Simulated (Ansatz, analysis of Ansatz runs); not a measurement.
# Mg2TiO4 (Imma), nudged elastic band: V_Mg hop (3.5 Å) (q = −2), part 2 of 3

Aim: the barrier of one jump in Mg2TiO4 (Imma) at charge −2: V_Mg hop (3.5 Å). The model is a cell of 56 host atoms with 1 Mg taken out; Mg is the atom that moves.

Ansatz 0.2.0; plane-wave PAW DFT, PBEsol; nudged elastic band between two relaxed defect structures at fixed charge in a uniform background.

So far: Set-up; Relaxation of the start point, charge −2; Relaxation of the end point, charge −2.

## Step 4: Nudged elastic band, charge −2

5 movable images are laid between the ends on a pair-potential path, which keeps atoms from colliding in the first guess. Each image feels the true force across the path and a spring force along it. The highest image is set to climb to the top of the path.

This step: plane-wave PAW DFT, PBEsol; nudged elastic band between two relaxed defect structures at fixed charge in a uniform background.

File qm2.neb/input.yaml:

```yaml
crystal:
  lattice:
    - [5.93160526, 5.95895149, 0.0]
    - [-5.93160526, 5.95895149, 0.0]
    - [0.0, 0.0, 8.47824647]
  atoms:
    - { symbol: Mg, position: [0.36908866, 0.37482079, 0.13466152] }
    - { symbol: Mg, position: [0.37513414, 0.87438209, 0.63354454] }
    - { symbol: Mg, position: [0.87596349, 0.37360861, 0.64366056] }
    - { symbol: Mg, position: [0.87485047, 0.88045283, 0.13462213] }
    - { symbol: Mg, position: [0.24986762, -5.586e-05, 0.2502683] }
    - { symbol: Mg, position: [0.24982225, 0.49991287, 0.7502463] }
    - { symbol: Mg, position: [0.74983341, -6.865e-05, 0.75026962] }
    - { symbol: Mg, position: [-0.005493, 0.25527257, 0.25281023] }
    - { symbol: Mg, position: [-0.00123192, 0.7488562, 0.75027593] }
    - { symbol: Mg, position: [0.5009141, 0.25100512, 0.75024488] }
    - { symbol: Mg, position: [0.50519597, 0.7445828, 0.24769154] }
    - { symbol: Mg, position: [0.12453896, 0.12546749, 0.86699586] }
    - { symbol: Mg, position: [0.13058452, 0.62506512, 0.36585559] }
    - { symbol: Mg, position: [0.62486429, 0.11939862, 0.36590798] }
    - { symbol: Mg, position: [0.62369777, 0.6262084, 0.85682656] }
    - { symbol: Ti, position: [0.24910139, 0.25284178, 0.50090057] }
    - { symbol: Ti, position: [0.25041735, 0.74697707, -0.00036082] }
    - { symbol: Ti, position: [0.74594187, 0.26026108, 0.00841835] }
    - { symbol: Ti, position: [0.75354816, 0.73958672, 0.49212466] }
    - { symbol: Ti, position: [-0.00327426, 0.00044631, 0.50082015] }
    - { symbol: Ti, position: [-0.01044636, 0.5036062, 0.00835424] }
    - { symbol: Ti, position: [0.50293762, -0.00077308, -0.00030862] }
    - { symbol: Ti, position: [0.51008465, 0.49608012, 0.49215128] }
    - { symbol: O, position: [0.01154665, 0.23826811, 0.49941879] }
    - { symbol: O, position: [0.01209791, 0.74038403, 0.99882705] }
    - { symbol: O, position: [0.50934769, 0.23765281, 0.99880185] }
    - { symbol: O, position: [0.5140216, 0.73581451, 0.49757244] }
    - { symbol: O, position: [0.23740725, 0.01243872, 0.49776592] }
    - { symbol: O, position: [0.24120685, 0.5168021, 0.99483171] }
    - { symbol: O, position: [0.73302644, 0.00851102, 0.99472794] }
    - { symbol: O, position: [0.73631016, 0.5135043, 0.51047458] }
    - { symbol: O, position: [0.00868606, 0.00864477, 0.27412023] }
    - { symbol: O, position: [0.01092985, 0.50855692, 0.77344154] }
    - { symbol: O, position: [0.50411194, 0.00691937, 0.77281807] }
    - { symbol: O, position: [0.48784959, 0.50734154, 0.27907735] }
    - { symbol: O, position: [0.24104281, 0.24103785, 0.27405505] }
    - { symbol: O, position: [0.24269141, 0.745445, 0.77267516] }
    - { symbol: O, position: [0.74105704, 0.23874783, 0.77333018] }
    - { symbol: O, position: [0.7424499, 0.7618566, 0.27908296] }
    - { symbol: O, position: [0.25700281, 0.25437528, 0.72783796] }
    - { symbol: O, position: [0.25866811, 0.75883259, 0.22646916] }
    - { symbol: O, position: [0.75727624, 0.23798952, 0.22142472] }
    - { symbol: O, position: [0.75863185, 0.76108522, 0.72720137] }
    - { symbol: O, position: [0.25848943, 0.48305638, 0.50566392] }
    - { symbol: O, position: [0.26226449, 0.98738459, 0.00275788] }
    - { symbol: O, position: [0.76330425, 0.48632873, -0.00990988] }
    - { symbol: O, position: [0.76666172, 0.9913528, 0.50581032] }
    - { symbol: O, position: [0.48867228, 0.49130803, 0.72707148] }
    - { symbol: O, position: [0.4910181, 0.99122517, 0.22640221] }
    - { symbol: O, position: [1.01185596, 0.49255259, 0.22144329] }
    - { symbol: O, position: [0.99555527, 0.99296274, 0.72770449] }
    - { symbol: O, position: [0.48760877, 0.2594714, 0.5017] }
    - { symbol: O, position: [0.48815811, 0.76159032, 0.00108021] }
    - { symbol: O, position: [0.98569688, 0.26409016, 0.00293908] }
    - { symbol: O, position: [0.99031962, 0.76221718, 0.50170684] }
total_charge: -2
basis:
  ecutwfc: 420
  xc_grid: 2
hamiltonian:
  xc: pbesol
kpoints:
  mp_grid: { grid: [1, 1, 1], shift: [0.25, 0.25, 0.25] }
scf:
  occupations: { method: fixed }
  max_iter: 150
output:
  forces: true
neb:
  images: 5
  f_tol: 0.04
  climbing: true
  initial_path: idpp
  max_iterations: 45
  order_check: false
  final_atoms:
    - { symbol: Mg, position: [0.37202894, 0.3762351, 0.13888853] }
    - { symbol: Mg, position: [0.3719135, 0.8717736, 0.63416895] }
[... 1 atom line left out ...]
    - { symbol: Mg, position: [0.87646095, 0.87185894, 0.13894545] }
[... 3 atom lines left out ...]
    - { symbol: Mg, position: [-0.00170493, 0.2481273, 0.25124787] }
[... 4 atom lines left out ...]
    - { symbol: Mg, position: [-0.2516333, 0.4981674, 0.25139103] }
[... 5 atom lines left out ...]
    - { symbol: Ti, position: [0.75704429, 0.74567281, 0.50016041] }
[... 1 atom line left out ...]
    - { symbol: Ti, position: [0.00090924, 0.50019056, 0.00883047] }
[... 3 atom lines left out ...]
    - { symbol: O, position: [0.01126403, 0.73724686, 0.99788028] }
[... 5 atom lines left out ...]
    - { symbol: O, position: [0.73737631, 0.51245181, 0.4980137] }
[... 7 atom lines left out ...]
    - { symbol: O, position: [0.7407405, 0.74144613, 0.27248731] }
[... 2 atom lines left out ...]
    - { symbol: O, position: [0.75495689, 0.25477787, 0.22625042] }
[... 3 atom lines left out ...]
    - { symbol: O, position: [0.75769783, 0.48427865, 0.00033099] }
[... 3 atom lines left out ...]
    - { symbol: O, position: [0.98453857, 0.48449775, 0.21717103] }
[... 4 atom lines left out ...]
    - { symbol: O, position: [0.97889826, 0.76933047, 0.50701117] }
```

Launch:

```bash
$ ansatz run input.yaml --threads 4 --pin off --max-ram 14131MiB --backend cpu --events-out ev --progress --plain --runs-dir out
```

Numbers of over 12 decimals in the logs are rounded to 6 here.

The log of the run:

```text
[...]
Warning: neb: disabling space-group detection — the band's intermediate images generally break the endpoint symmetry, so the full k-mesh is solved, and no spatial operation symmetrises the density, except that a semilocal band can use its path's symmetry [...]
[...]
parallel-image band execution: 4 concurrent image workers
NEB image 0
Crystal: 55 atoms, lattice volume = 599.347 Å³
Basis set: ecut = 420 eV, 11701 PW (Γ), exchange–correlation on 120×120×120 points (8 copies of the dense FFT grid, shifted against one another)
Bands: 275, of which v1, the nominal top of the filled ones, is band 220 counted from 1 (219 counted from 0)
Symmetry: 1 space group operations
k-points: 1
[...]
SCF iter   1: F=—  HF=-66479.435361 eV  |F-HF|=—  |Δ(HF+E_count)|=         —  Δρ=2.09e-2  dr2=1.81e0  ethr=1.77e-3  ⟨swp⟩=4.0  Hψ=777  notcnv=0  defer=51
[...]
SCF iter  12: F=-66478.749282 eV  HF=-66478.749282 eV  |F-HF|=1.10e-8  |Δ(HF+E_count)|=   3.20e-8  Δρ=2.87e-6  dr2=4.79e-8  ethr=2.27e-11  ⟨swp⟩=4.0  Hψ=826  notcnv=0
SCF 1 converged in 12 iterations: F = -66478.749282 eV  dr2 = 4.79e-8
[...]
NSCF: frozen V_eff on 1 k-points
NEB image 6
SCF iter   1: F=—  HF=-66479.530668 eV  |F-HF|=—  |Δ(HF+E_count)|=         —  Δρ=2.08e-2  dr2=1.76e0  ethr=1.77e-3  ⟨swp⟩=4.0  Hψ=781  notcnv=0  defer=52
[...]
SCF iter  13: F=-66478.862634 eV  HF=-66478.862634 eV  |F-HF|=2.47e-9  |Δ(HF+E_count)|=   3.78e-8  Δρ=1.74e-6  dr2=2.36e-8  ethr=2.27e-11  ⟨swp⟩=4.0  Hψ=800  notcnv=0
SCF 2 converged in 13 iterations: F = -66478.862634 eV  dr2 = 2.36e-8
[...]
NEB end point (image 0): max|allowed force component| = 8.418e-3 eV/Å (the criterion of neb.relax_end_points is 1.000e-2)
NEB end point (image 6): max|allowed force component| = 1.531e-2 eV/Å (the criterion of neb.relax_end_points is 1.000e-2)
NEB image 1
SCF iter   1: F=—  HF=-66478.228292 eV  |F-HF|=—  |Δ(HF+E_count)|=         —  Δρ=2.09e-2  dr2=1.83e0  ethr=1.77e-3  ⟨swp⟩=4.0  Hψ=762  notcnv=0  defer=51
[...]
SCF iter  12: F=-66477.534180 eV  HF=-66477.534180 eV  |F-HF|=1.79e-9  |Δ(HF+E_count)|=   2.56e-8  Δρ=3.22e-6  dr2=6.92e-8  ethr=2.27e-11  ⟨swp⟩=3.0  Hψ=867  notcnv=0
SCF 3 converged in 12 iterations: F = -66477.534180 eV  dr2 = 6.92e-8
NEB image 2
SCF iter   1: F=—  HF=-66476.463942 eV  |F-HF|=—  |Δ(HF+E_count)|=         —  Δρ=2.10e-2  dr2=1.84e0  ethr=1.77e-3  ⟨swp⟩=5.0  Hψ=764  notcnv=0  defer=52
[...]
SCF iter  12: F=-66475.766472 eV  HF=-66475.766472 eV  |F-HF|=1.12e-8  |Δ(HF+E_count)|=   5.99e-8  Δρ=3.43e-6  dr2=7.64e-8  ethr=2.27e-11  ⟨swp⟩=4.0  Hψ=871  notcnv=0
SCF 4 converged in 12 iterations: F = -66475.766472 eV  dr2 = 7.64e-8
NEB image 3
SCF iter   1: F=—  HF=-66475.818659 eV  |F-HF|=—  |Δ(HF+E_count)|=         —  Δρ=2.10e-2  dr2=1.86e0  ethr=1.77e-3  ⟨swp⟩=5.0  Hψ=765  notcnv=0  defer=51
[...]
SCF iter  12: F=-66475.118303 eV  HF=-66475.118303 eV  |F-HF|=1.41e-8  |Δ(HF+E_count)|=   3.65e-8  Δρ=3.27e-6  dr2=7.28e-8  ethr=2.27e-11  ⟨swp⟩=3.0  Hψ=884  notcnv=0
SCF 5 converged in 12 iterations: F = -66475.118303 eV  dr2 = 7.28e-8
NEB image 4
SCF iter   1: F=—  HF=-66476.580492 eV  |F-HF|=—  |Δ(HF+E_count)|=         —  Δρ=2.10e-2  dr2=1.84e0  ethr=1.77e-3  ⟨swp⟩=5.0  Hψ=767  notcnv=0  defer=51
[...]
SCF iter  13: F=-66475.886005 eV  HF=-66475.886005 eV  |F-HF|=3.94e-9  |Δ(HF+E_count)|=   1.56e-8  Δρ=1.68e-6  dr2=2.20e-8  ethr=2.27e-11  ⟨swp⟩=4.0  Hψ=841  notcnv=0
SCF 6 converged in 13 iterations: F = -66475.886005 eV  dr2 = 2.20e-8
NEB image 5
SCF iter   1: F=—  HF=-66478.371406 eV  |F-HF|=—  |Δ(HF+E_count)|=         —  Δρ=2.09e-2  dr2=1.79e0  ethr=1.77e-3  ⟨swp⟩=5.0  Hψ=768  notcnv=0  defer=52
[...]
SCF iter  13: F=-66477.689072 eV  HF=-66477.689072 eV  |F-HF|=4.37e-9  |Δ(HF+E_count)|=   2.33e-8  Δρ=1.61e-6  dr2=2.07e-8  ethr=2.27e-11  ⟨swp⟩=4.0  Hψ=846  notcnv=0
SCF 7 converged in 13 iterations: F = -66477.689072 eV  dr2 = 2.07e-8
NEB iter   1: max|band force component| = 3.101e0 eV/Å  barrier→ = 3.6310 eV  barrier← = 3.7443 eV  Δτ_max = 0.1311 Å  (87 SCF iters)
NEB image 1
[...]
SCF iter  10: F=-66477.894598 eV  HF=-66477.894598 eV  |F-HF|=5.62e-9  |Δ(HF+E_count)|=   2.42e-8  Δρ=2.07e-6  dr2=2.64e-8  ethr=2.27e-11  ⟨swp⟩=4.0  Hψ=867  notcnv=0
SCF 8 converged in 10 iterations: F = -66477.894598 eV  dr2 = 2.64e-8
NEB image 2
[...]
SCF iter  10: F=-66476.670200 eV  HF=-66476.670200 eV  |F-HF|=1.19e-9  |Δ(HF+E_count)|=   5.53e-8  Δρ=2.97e-6  dr2=5.46e-8  ethr=2.27e-11  ⟨swp⟩=4.0  Hψ=871  notcnv=0
SCF 9 converged in 10 iterations: F = -66476.670200 eV  dr2 = 5.46e-8
NEB image 3
[...]
SCF iter  11: F=-66476.543316 eV  HF=-66476.543316 eV  |F-HF|=4.32e-8  |Δ(HF+E_count)|=   4.89e-8  Δρ=3.18e-6  dr2=6.96e-8  ethr=2.27e-11  ⟨swp⟩=4.0  Hψ=865  notcnv=0
SCF 10 converged in 11 iterations: F = -66476.543316 eV  dr2 = 6.96e-8
NEB image 4
[...]
SCF iter  11: F=-66476.874570 eV  HF=-66476.874570 eV  |F-HF|=1.21e-8  |Δ(HF+E_count)|=   3.05e-8  Δρ=2.38e-6  dr2=3.96e-8  ethr=2.27e-11  ⟨swp⟩=4.0  Hψ=865  notcnv=0
SCF 11 converged in 11 iterations: F = -66476.874570 eV  dr2 = 3.96e-8
NEB image 5
[...]
SCF iter  10: F=-66478.135425 eV  HF=-66478.135425 eV  |F-HF|=8.85e-9  |Δ(HF+E_count)|=   4.33e-8  Δρ=3.06e-6  dr2=5.81e-8  ethr=2.27e-11  ⟨swp⟩=4.0  Hψ=871  notcnv=0
SCF 12 converged in 10 iterations: F = -66478.135425 eV  dr2 = 5.81e-8
NEB iter   2: max|band force component| = 1.404e0 eV/Å  barrier→ = 2.2060 eV  barrier← = 2.3193 eV  Δτ_max = 0.2000 Å  (52 SCF iters)
NEB image 1
[...]
SCF iter  10: F=-66477.987877 eV  HF=-66477.987877 eV  |F-HF|=1.26e-8  |Δ(HF+E_count)|=   3.15e-8  Δρ=2.72e-6  dr2=4.66e-8  ethr=2.27e-11  ⟨swp⟩=4.0  Hψ=869  notcnv=0
SCF 13 converged in 10 iterations: F = -66477.987877 eV  dr2 = 4.66e-8
NEB image 2
[...]
SCF iter  11: F=-66476.995036 eV  HF=-66476.995036 eV  |F-HF|=6.49e-9  |Δ(HF+E_count)|=   2.41e-8  Δρ=2.22e-6  dr2=3.59e-8  ethr=2.27e-11  ⟨swp⟩=4.0  Hψ=864  notcnv=0
SCF 14 converged in 11 iterations: F = -66476.995036 eV  dr2 = 3.59e-8
NEB image 3
[...]
SCF iter  11: F=-66477.130614 eV  HF=-66477.130614 eV  |F-HF|=1.94e-8  |Δ(HF+E_count)|=   4.22e-8  Δρ=3.25e-6  dr2=7.82e-8  ethr=2.27e-11  ⟨swp⟩=3.0  Hψ=874  notcnv=0
SCF 15 converged in 11 iterations: F = -66477.130614 eV  dr2 = 7.82e-8
NEB image 4
[...]
NEB iter  13: max|band force component| = 9.294e-2 eV/Å  barrier→ = 1.4678 eV  barrier← = 1.5811 eV  CI = image 2  Δτ_max = 0.0302 Å  (41 SCF iters)
NEB iter  14: max|band force component| = 1.093e-1 eV/Å  barrier→ = 1.4661 eV  barrier← = 1.5794 eV  CI = image 2  Δτ_max = 0.0152 Å  (40 SCF iters)
NEB iter  15: max|band force component| = 5.215e-2 eV/Å  barrier→ = 1.4656 eV  barrier← = 1.5790 eV  CI = image 2  Δτ_max = 0.0211 Å  (37 SCF iters)
NEB iter  16: max|band force component| = 6.800e-2 eV/Å  barrier→ = 1.4643 eV  barrier← = 1.5776 eV  CI = image 2  Δτ_max = 0.0080 Å  (38 SCF iters)
NEB iter  17: max|band force component| = 4.222e-2 eV/Å  barrier→ = 1.4628 eV  barrier← = 1.5762 eV  CI = image 2  Δτ_max = 0.0086 Å  (34 SCF iters)
NEB iter  18: max|band force component| = 3.387e-2 eV/Å  barrier→ = 1.4616 eV  barrier← = 1.5750 eV  CI = image 2  Δτ_max = 0.0074 Å  (31 SCF iters)
NEB iter  19: max|band force component| = 3.002e-2 eV/Å  barrier→ = 1.4605 eV  barrier← = 1.5738 eV  CI = image 2  Δτ_max = 0.0105 Å  (7 SCF iters)
NEB iter  20: max|band force component| = 4.029e-2 eV/Å  barrier→ = 1.4598 eV  barrier← = 1.5731 eV  CI = image 2  Δτ_max = 0.0091 Å  (7 SCF iters)
NEB iter  21: max|band force component| = 3.098e-2 eV/Å  barrier→ = 1.4591 eV  barrier← = 1.5725 eV  CI = image 2  Δτ_max = 0.0041 Å  (31 SCF iters)
NEB image 2
[...]
SCF iter   6: F=-66477.290514 eV  HF=-66477.290514 eV  |F-HF|=3.10e-8  |Δ(HF+E_count)|=   8.93e-9  Δρ=3.15e-6  dr2=6.90e-8  ethr=2.27e-11  ⟨swp⟩=4.0  Hψ=870  notcnv=0
SCF 100 converged in 6 iterations: F = -66477.290514 eV  dr2 = 6.90e-8
NEB image 1
[...]
NEB image 3
[...]
NEB image 4
[...]
NEB image 5
[...]
NEB image 2
[...]
the band table was solved once a step of the walk had ended and its energy, with any forces and stress, was formed, with the checks that follow a solve (1096 applications of the Hamiltonian). They found nothing against the state; [...]
NEB iter  22: max|band force component| = 3.477e-2 eV/Å  barrier→ = 1.4588 eV  barrier← = 1.5721 eV  CI = image 2  Δτ_max = 0.0000 Å  (6 SCF iters)
SCF converged after 6 iterations
Free energy (F): -66477.290514 eV
[...]
Internal energy: -66477.290514 eV  (E = F + TS)
E sigma→0 (E₀):  -66477.290514 eV
Fermi energy:    6.830504 eV
[...]
--- Forces (eV/Å), atoms counted from 1 ---
  atom   1  Mg     0.00074722    -0.00137473    -0.00152224
  atom   2  Mg    -0.00132126     0.00065527    -0.00325248
  [... 1 atom left out ...]
  atom   4  Mg    -0.00079146    -0.00134134     0.00083472
  [... 3 atoms left out ...]
  atom   8  Mg    -0.00037805     0.00089568     0.00326692
  [... 4 atoms left out ...]
  atom  13  Mg     0.00605177     0.00199744     0.00193852
  [... 5 atoms left out ...]
  atom  19  Ti    -0.00027472    -0.00397622    -0.00981772
  [... 1 atom left out ...]
  atom  21  Ti     0.01402835    -0.00906602     0.00811069
  [... 3 atoms left out ...]
  atom  25  O     -0.00261712     0.00574139    -0.00145626
  [... 5 atoms left out ...]
  atom  31  O     -0.00063223    -0.00533491     0.00259827
  [... 7 atoms left out ...]
  atom  39  O      0.00783655     0.00292054    -0.00176819
  [... 10 atoms left out ...]
  atom  50  O     -0.01214286     0.00049802    -0.00518442
  [... 4 atoms left out ...]
  atom  55  O      0.00330421    -0.00371240     0.00017450
  max |Σ_I F_I| component: 1.86e-4 eV/Å
--- Band table (eV) ---
[...]
this run last wrote the band of iteration 22 to <dir>; this run last wrote the band within `neb.f_tol` of iteration 21 to <dir>
--- NEB band (7 images, 22 band iterations, 868 SCF iterations) ---
  forward barrier  = 1.458768 eV
  backward barrier = 1.572120 eV
  climbing image's point = of an order that was not read
  energies are F+E_penalty+E_count in eV, relative to image 0
  image     s (Å)  Δ vs image 0  max|band force component| (eV/Å)
      0    0.0000      0.000000                                 —
      1    0.8831      0.778606                          3.477e-2
  *   2    1.7649      1.458768                          1.414e-2
      3    2.4605      1.389085                          1.829e-2
      4    3.1549      1.321523                          1.311e-2
      5    3.8493      0.323246                          1.351e-2
      6    4.5436     -0.113352                                 —
  climbing-image geometry (image 2):
  cell:  # Å, volume = 599.3467 Å³
    - [5.93160526, 5.95895149, 0.0]
    - [-5.93160526, 5.95895149, 0.0]
    - [0.0, 0.0, 8.47824647]
  atoms:
    - { symbol: Mg, position: [0.362099, 0.379723, 0.141172] }
    - { symbol: Mg, position: [0.369277, 0.871513, 0.636241] }
    - { symbol: Mg, position: [0.873324, 0.372457, 0.640084] }
    - { symbol: Mg, position: [0.870050, 0.889094, 0.128062] }
    - { symbol: Mg, position: [0.254238, -0.006848, 0.253946] }
    - { symbol: Mg, position: [0.255327, 0.506190, 0.744709] }
    - { symbol: Mg, position: [0.750358, 0.009087, 0.754031] }
    - { symbol: Mg, position: [-0.001463, 0.240661, 0.246997] }
    - { symbol: Mg, position: [-0.000417, 0.749416, 0.754717] }
    - { symbol: Mg, position: [0.498327, 0.252067, 0.749531] }
    - { symbol: Mg, position: [0.512045, 0.740735, 0.244474] }
    - { symbol: Mg, position: [0.130670, 0.123216, 0.862735] }
    - { symbol: Mg, position: [-0.039223, 0.629496, 0.339512] }
    - { symbol: Mg, position: [0.623992, 0.120113, 0.362840] }
    - { symbol: Mg, position: [0.623459, 0.621985, 0.862434] }
    - { symbol: Ti, position: [0.243694, 0.267131, 0.498009] }
    - { symbol: Ti, position: [0.239593, 0.738834, 0.010678] }
    - { symbol: Ti, position: [0.732996, 0.257059, 0.009987] }
    - { symbol: Ti, position: [0.730648, 0.767069, 0.513013] }
    - { symbol: Ti, position: [0.010635, -0.005601, 0.504600] }
    - { symbol: Ti, position: [-0.007849, 0.483088, -0.005573] }
    - { symbol: Ti, position: [0.494250, -0.010067, -0.003276] }
    - { symbol: Ti, position: [0.518954, 0.486576, 0.487755] }
    - { symbol: O, position: [0.012352, 0.239415, 0.496909] }
    - { symbol: O, position: [0.007660, 0.735104, 1.003693] }
    - { symbol: O, position: [0.505863, 0.240662, 1.001412] }
    - { symbol: O, position: [0.511938, 0.741856, 0.495131] }
    - { symbol: O, position: [0.235145, 0.008137, 0.500283] }
    - { symbol: O, position: [0.242806, 0.511658, 0.987773] }
    - { symbol: O, position: [0.729646, 0.012981, 0.992378] }
    - { symbol: O, position: [0.749070, 0.525149, 0.504989] }
    - { symbol: O, position: [0.009187, 0.000767, 0.276073] }
    - { symbol: O, position: [0.012271, 0.506926, 0.767240] }
    - { symbol: O, position: [0.502266, 0.007610, 0.771902] }
    - { symbol: O, position: [0.500629, 0.505920, 0.275560] }
    - { symbol: O, position: [0.245736, 0.231734, 0.274268] }
    - { symbol: O, position: [0.240123, 0.746245, 0.775137] }
    - { symbol: O, position: [0.737057, 0.243751, 0.772944] }
    - { symbol: O, position: [0.762372, 0.754272, 0.283445] }
    - { symbol: O, position: [0.258771, 0.256411, 0.725396] }
    - { symbol: O, position: [0.261437, 0.755117, 0.221270] }
    - { symbol: O, position: [0.761345, 0.235430, 0.221429] }
    - { symbol: O, position: [0.754768, 0.764948, 0.735269] }
    - { symbol: O, position: [0.272327, 0.479246, 0.502175] }
    - { symbol: O, position: [0.262829, 0.987403, 0.004207] }
    - { symbol: O, position: [0.766273, 0.483325, -0.010387] }
    - { symbol: O, position: [0.758386, 0.993825, 0.509862] }
    - { symbol: O, position: [0.495366, 0.494213, 0.722203] }
    - { symbol: O, position: [0.496096, 0.985236, 0.226258] }
    - { symbol: O, position: [1.022660, 0.468804, 0.207888] }
    - { symbol: O, position: [0.992130, 0.995414, 0.730285] }
    - { symbol: O, position: [0.495026, 0.260580, 0.500115] }
    - { symbol: O, position: [0.492105, 0.760837, 0.000782] }
    - { symbol: O, position: [0.985350, 0.254552, -0.005764] }
    - { symbol: O, position: [0.982753, 0.769743, 0.515226] }
```

The job ended after 20 min (4 threads of Arm Neoverse V1, shared host; peak memory 3.6 GiB).

Images along the path:

```tsv
image	path (Å)	energy (eV)	Mg13: x, y, z (Å)
0	0.000	0.0000	-2.933, 4.503, 3.102
1	0.883	0.7786	-3.513, 4.210, 2.855
2	1.765	1.4588	-3.967, 3.517, 2.878
3	2.461	1.3891	-4.065, 2.945, 2.974
4	3.155	1.3215	-4.172, 2.367, 2.646
5	3.849	0.3232	-4.304, 1.821, 2.334
6	4.544	-0.1134	-4.448, 1.469, 2.131
```

Numbers from this step:

* free energy: -66477.2905 eV
* barrier forward: 1.459 eV
* barrier backward: 1.572 eV
* end less start: -0.1134 eV
* hop length: 3.527 Å

Track of the atom that was set to move:

```tsv
image	x (Å)	y (Å)	z (Å)	nearest neighbour	distance (Å)
0	-2.933	4.503	3.102	O	1.936
1	-3.513	4.21	2.855	O	1.855
2	-3.967	3.517	2.878	O	1.826
3	-4.065	2.945	2.974	O	1.837
4	-4.172	2.367	2.646	O	1.844
5	-4.304	1.821	2.334	O	1.946
6	-4.448	1.469	2.131	O	2.01
```

The band met its tolerance of 0.04 eV/Å after 22 iterations, with image 2 on top (the start counts as 0). Mg13, which moves farthest between the ends, has 4 O at 1.94 to 2.01 Å nearest at the start and 3 O at 1.83 to 2.02 Å at the top.

(Part 2 of 3 ends here.)

[Logs are printed without paths, hosts, clocks, repeated set-up lines and the standing remarks that a program may print on its own settings, such as how far it seeks lower states.]

[Hosts, paths, dates, database ids (printed as entryN), source tags and the programs' standing remarks are cut or masked in the printed files.]
